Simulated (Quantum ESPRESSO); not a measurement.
# Near-edge structure at the Zr L₃ edge of ZrCu (Pm-3m), part 3 of 3

What does one-electron theory with a core hole give for the Zr L₃ edge of ZrCu (Pm-3m)?

Quantum ESPRESSO 7.5; X-ray absorption near-edge structure, plane-wave PAW LDA, one-electron final states by a Lanczos continued fraction.

So far. Step 3 (Spectrum without a core hole, Zr atom 1): Main maxima below 30 eV (height): 2.8 eV (2.03), 5.6 eV (1.42) and 21.0 eV (0.62). At an L edge the dipole rule selects empty d (and weakly s) states on the absorber, and the strong line at the onset measures the empty part of its d band. Step 7 (Spectrum with XCH, Zr atom 1): Main maxima below 30 eV (height): 2.1 eV (2.49), 5.1 eV (1.33) and 20.8 eV (0.59). 

## Step 9: Spectrum with FCH, Zr atom 1

Changed against the first core-hole run: core hole to FCH.

Contents of xspectra.in:

```
&input_xspectra
   calculation='xanes_dipole', edge='L3'
   prefix='x', outdir='tmp', xiabs=1, xe0=13.3984
   xonly_plot=.false., x_save_file='xanes.sav'
   xniter=3000, xcheck_conv=20, xerror=0.005
   xcoordcrys=.false., xepsilon(1)=1, xepsilon(2)=0, xepsilon(3)=0
/
&plot
   xnepoint=413, xemin=-10, xemax=45, terminator=.true., cut_occ_states=.true.
   xgamma=0.4
/
&pseudos
   filecore='../Zr.wfc'
/
&cut_occ
   cut_desmooth=0.1, cut_stepl=0.05, cut_stepu=0.05, cut_ierror=1e-5
/
5 5 5 0 0 0
```

Launch:

```bash
$ OMP_NUM_THREADS=1 mpirun --oversubscribe --bind-to none -np 4 xspectra.x -nk 4 -in xspectra.in > xspectra.out
```

The program printed:

```text
     [... banner and references ...]
Reading input_file

     calculation: xanes_dipole

     xepsilon  [cartesian coordinates]:   1.000000   0.000000   0.000000

     xonly_plot: FALSE
        => complete calculation: Lanczos + spectrum plot

     filecore (core-wavefunction file): ../Zr.wfc

     main plot parameters:
        cut_occ_states: TRUE
        gamma_mode:  constant
        -> using xgamma [eV]:  0.40
        xemin [eV]: -10.00
        xemax [eV]:  45.00
        xnepoint:  413
        xe0 [eV]:  13.398400 (energy zero read in input file)

[...]
Results of STEP 1 successfully written in x_save_file
     x_save_file name:
     ->  xanes.sav
     x_save_file version:  2

     ... End STEP 1 ...

     ... Begin STEP 2 ...

     The spectrum is calculated using the following parameters:
        xe0 [eV]:   13.3984
        the occupied states are elimintate from the spectrum
        xemin [eV]: -10.00
        xemax [eV]:  45.00
        xnepoint:  413
        constant broadening parameter [eV]:    0.400
        Core level energy [eV]:  -2223.
         (from electron binding energy of neutral atoms in X-ray data booklet)

     Cross-section successfully written in xanes.dat

     ... End STEP 2 ...

                                END JOB XSpectra
```

It took 5.1 min on 4 MPI ranks of Intel Xeon Platinum 8259CL at 2.50GHz (Skylake/Cascade Lake), shared host; peak memory 0.16 GiB; 20 min of CPU time.

```csv
E (eV),first run,this run
-2.0,0.26,0.26
-1.0,0.50,0.52
0.0,1.26,1.30
1.0,2.13,2.17
2.0,2.48,2.50
3.0,1.96,2.01
4.0,1.35,1.36
5.0,1.33,1.30
6.0,1.07,1.07
7.0,0.85,0.83
8.0,0.86,0.84
9.0,0.86,0.84
10.0,0.89,0.87
11.0,0.83,0.83
12.0,0.66,0.66
13.0,0.58,0.58
14.0,0.53,0.53
15.0,0.49,0.49
16.0,0.48,0.47
17.0,0.51,0.50
18.0,0.55,0.54
19.0,0.56,0.55
20.0,0.57,0.56
21.0,0.59,0.58
22.0,0.55,0.55
23.0,0.49,0.49
24.0,0.48,0.47
25.0,0.49,0.48
26.0,0.49,0.49
27.0,0.51,0.50
28.0,0.53,0.52
29.0,0.52,0.52
30.0,0.51,0.51
31.0,0.52,0.51
32.0,0.53,0.53
```

The scaled spectrum changes by 2 % r.m.s. The highest intensity below 24 eV stays at 2.1 eV.

The photon energy of the zero moves by -0.04 eV.

## Step 10: Supercell with XCH, Zr atom 1

This attempt departs from the first core-hole run: charge keyword to 2.

Contents of scf.in:

```
&control
   calculation='scf', prefix='x', pseudo_dir='../pp', outdir='tmp', tprnfor=.true.
/
&system
   ibrav=0, nat=8, ntyp=3, nbnd=56
   ecutwfc=46, ecutrho=350
   occupations='smearing', smearing='mv', degauss=0.015
   tot_charge=2
/
&electrons
   conv_thr=8.0e-08, electron_maxstep=120
   mixing_beta=0.5
/
ATOMIC_SPECIES
Zr0 1.0 Zr.lda-spn-kjpaw-2pch.UPF
Zr 1.0 Zr.lda-spn-kjpaw.UPF
Cu 1.0 Cu.lda-dn-kjpaw.UPF
CELL_PARAMETERS angstrom
  3.25266425 3.25266425 3.25266425
  -3.25266425 3.25266425 -3.25266425
  -3.25266425 -3.25266425 3.25266425
ATOMIC_POSITIONS crystal
Zr0  0.50000000 0.00000000 0.00000000
Zr   0.50000000 0.50000000 0.50000000
Zr   0.00000000 0.00000000 0.50000000
Zr   0.00000000 0.50000000 0.00000000
Cu   0.00000000 0.00000000 0.00000000
Cu   0.00000000 0.50000000 0.50000000
Cu   0.50000000 0.00000000 0.50000000
Cu   0.50000000 0.50000000 0.00000000
K_POINTS automatic
6 6 6 0 0 0
```

Launch:

```bash
$ OMP_NUM_THREADS=1 mpirun --oversubscribe --bind-to none -np 4 pw.x -nk 4 -in scf.in > scf.out
```

The program printed:

```text
     [... banner and references ...]
[banner, memory and clock lines left out]
using ibrav=0 with symmetry is DISCOURAGED, use correct ibrav instead

     G-vector sticks info

     bravais-lattice index     =            0
     lattice parameter (alat)  =      10.6463  a.u.
     unit-cell volume          =     928.9114 (a.u.)^3
     number of atoms/cell      =            8
     number of atomic types    =            3
[...]
atom    1 type  1   force =    -0.00000000   -0.00000000    0.00000000
     atom    2 type  2   force =    -0.00000000   -0.00000000    0.00000000
     atom    3 type  2   force =    -0.00000000    0.00000000    0.00000000
[...]
atom    7 type  3   force =    -0.00000000    0.00000000   -0.00000000
     atom    8 type  3   force =    -0.00000000   -0.00000000    0.00000000

     Total force =     0.000000     Total SCF correction =     0.000000

     XML data file, charge density, pseudopotentials, collected wavefunctions
[key lines of the parts left out:]
!    total energy              =   -2040.77446772 Ry
the Fermi energy is    13.3292 ev
convergence has been achieved in  13 iterations
```

Run time: 52 s. Hardware: 4 MPI ranks; peak memory 0.21 GiB.

The run finished. A setting was moved off its sound value on purpose, so it serves as a test and not as the result.

The fault put into the input: tot_charge is 2 for one core hole.

## Step 11: Spectrum with XCH, Zr atom 1

Another set-up is tried: charge keyword to 2.

Changes to xspectra.in since step 9:

```diff
@@ -2,3 +2,3 @@
    calculation='xanes_dipole', edge='L3'
-   prefix='x', outdir='tmp', xiabs=1, xe0=13.3984
+   prefix='x', outdir='tmp', xiabs=1, xe0=13.3292
    xonly_plot=.false., x_save_file='xanes.sav'
@@ -17,2 +17,2 @@
 /
-5 5 5 0 0 0
+3 3 3 0 0 0
```

Launch:

```bash
$ OMP_NUM_THREADS=1 mpirun --oversubscribe --bind-to none -np 4 xspectra.x -nk 4 -in xspectra.in > xspectra.out
```

The program printed:

```text
     [... banner and references ...]
Reading input_file

     calculation: xanes_dipole

     xepsilon  [cartesian coordinates]:   1.000000   0.000000   0.000000

     xonly_plot: FALSE
        => complete calculation: Lanczos + spectrum plot

     filecore (core-wavefunction file): ../Zr.wfc

     main plot parameters:
        cut_occ_states: TRUE
        gamma_mode:  constant
        -> using xgamma [eV]:  0.40
        xemin [eV]: -10.00
        xemax [eV]:  45.00
        xnepoint:  413
        xe0 [eV]:  13.329200 (energy zero read in input file)

[...]
Results of STEP 1 successfully written in x_save_file
     x_save_file name:
     ->  xanes.sav
     x_save_file version:  2

     ... End STEP 1 ...

     ... Begin STEP 2 ...

     The spectrum is calculated using the following parameters:
        xe0 [eV]:   13.3292
        the occupied states are elimintate from the spectrum
        xemin [eV]: -10.00
        xemax [eV]:  45.00
        xnepoint:  413
        constant broadening parameter [eV]:    0.400
        Core level energy [eV]:  -2223.
         (from electron binding energy of neutral atoms in X-ray data booklet)

     Cross-section successfully written in xanes.dat

     ... End STEP 2 ...

                                END JOB XSpectra
```

Wall time 65 s (4 MPI ranks); peak memory 0.16 GiB; 4.3 min of CPU time.

The run finished. A setting was moved off its sound value on purpose, so it serves as a test and not as the result.

The fault put into the input: tot_charge is 2 for one core hole.

This run also has another mesh (3×3×3 against 5×5×5), so the 5 % r.m.s. difference can't be laid on the changed setting alone. The highest intensity below 24 eV goes from 2.1 eV (2.49) to 2.3 eV (2.55).

```csv
E (eV),first run,this run
-2.0,0.26,0.27
-0.5,0.79,0.87
1.0,2.13,2.28
2.5,2.35,2.52
4.0,1.35,1.32
5.5,1.26,1.22
7.0,0.85,0.79
8.5,0.86,0.86
10.0,0.89,0.84
11.5,0.74,0.73
13.0,0.58,0.62
14.5,0.51,0.49
16.0,0.48,0.44
17.5,0.53,0.53
19.0,0.56,0.56
20.5,0.59,0.55
22.0,0.55,0.55
23.5,0.48,0.48
25.0,0.49,0.47
26.5,0.50,0.49
28.0,0.53,0.52
29.5,0.52,0.51
31.0,0.52,0.51
```

## Step 12: With and without the hole

Both curves are counted from their own zero, so only the shift of weight within the empty states shows.

```csv
E (eV),no hole,XCH
-2.0,0.21,0.26
-1.0,0.39,0.50
0.0,0.89,1.26
1.0,1.49,2.13
2.0,1.86,2.48
3.0,2.02,1.96
4.0,1.54,1.35
5.0,1.32,1.33
6.0,1.34,1.07
7.0,1.03,0.85
8.0,0.94,0.86
9.0,0.94,0.86
10.0,0.94,0.89
11.0,0.94,0.83
12.0,0.83,0.66
13.0,0.69,0.58
14.0,0.59,0.53
15.0,0.54,0.49
16.0,0.53,0.48
17.0,0.53,0.51
18.0,0.56,0.55
19.0,0.59,0.56
20.0,0.61,0.57
21.0,0.62,0.59
22.0,0.59,0.55
23.0,0.54,0.49
24.0,0.50,0.48
25.0,0.51,0.49
26.0,0.51,0.49
27.0,0.52,0.51
28.0,0.55,0.53
29.0,0.55,0.52
30.0,0.53,0.51
31.0,0.53,0.52
32.0,0.57,0.53
```

With each curve scaled to its own mean, the area from −2 to 6 eV with the hole is 11.7 against 10.3, and the centre of weight from −1 to 20 eV moves by -0.7 eV (first and strongest maxima below 20 eV: 2.8 eV (2.03) and 5.6 eV (1.42) without the hole, 2.1 eV (2.49) and 5.1 eV (1.33) with it); the shape changes all the same, by 21 % r.m.s.

## Step 13: Runs not followed above

These runs aren't followed: redraws of a spectrum that repeat one shown, runs with a planted fault or a state judged unsound, or a program's part that gave no sound spectrum.

| program | step | status | elapsed |
| --- | --- | --- | --- |
| Quantum ESPRESSO | no core hole, redrawn | converged | 15 s |
| Quantum ESPRESSO | spectrum with XCH, redrawn | converged | 7 s |

## Step 14: Outcome

```
absorber and edge             : Zr L₃, atom 1 of the ground-state input (counted from 1)
surroundings                  : 8 Cu at 2.82 Å and 6 Zr at 3.25 Å (cube and octahedron, as in bcc, site symmetry m-3m)
highest intensity below 24 eV : 2.1 eV above the zero, height 2.49
```

What this shows: The Zr L₃ edge of atom 1, with 8 Cu at 2.82 Å and 6 Zr at 3.25 Å (cube and octahedron, as in bcc, site symmetry m-3m), has its highest intensity of the first 24 eV at 2.1 eV above the zero, 2.5 times the mean level of the first 20 eV (Lorentzian half width 0.79 eV up to 4 eV, rising linearly to 1.75 eV at 25 eV (not a setting of the program: the run's 0.4 eV curve was folded afterwards with a further Lorentzian)). With each curve scaled to its own mean, the area from −2 to 6 eV with the hole is 11.7 against 10.3, and the centre of weight from −1 to 20 eV moves by -0.7 eV (first and strongest maxima below 20 eV: 2.8 eV (2.03) and 5.6 eV (1.42) without the hole, 2.1 eV (2.49) and 5.1 eV (1.33) with it); the shape changes all the same, by 21 % r.m.s. Changing the core hole to FCH alters the shape by 2 % r.m.s., so the result is insensitive to this choice. Only the L₃ part is meant: spin–orbit coupling of the core level isn't computed and the L₂ copy isn't added. The holes are only 5.6 Å apart, so the shape is probably not converged with cell size; no larger cell was run here. The structure is a computed Materials Project entry and may be a hypothetical form.

[Banner, clock and machine lines of the logs are left out without a mark of their own.]

[Logs are printed without paths, hosts, clocks, repeated set-up lines and the standing remarks that a program may print on its own settings, such as how far it seeks lower states.]

[Hosts, paths, dates, database ids (printed as entryN), source tags and the programs' standing remarks are cut or masked in the printed files.]

[Lists of maxima count a maximum above −3 eV only where it reaches 4 % of the highest in the window and stands out from its surroundings by 2 % of it (1.5 % where it reaches 55 %); shoulders and weaker maxima are passed over, and of the rest the first, up to two pre-edge ones and the few strongest are named.]
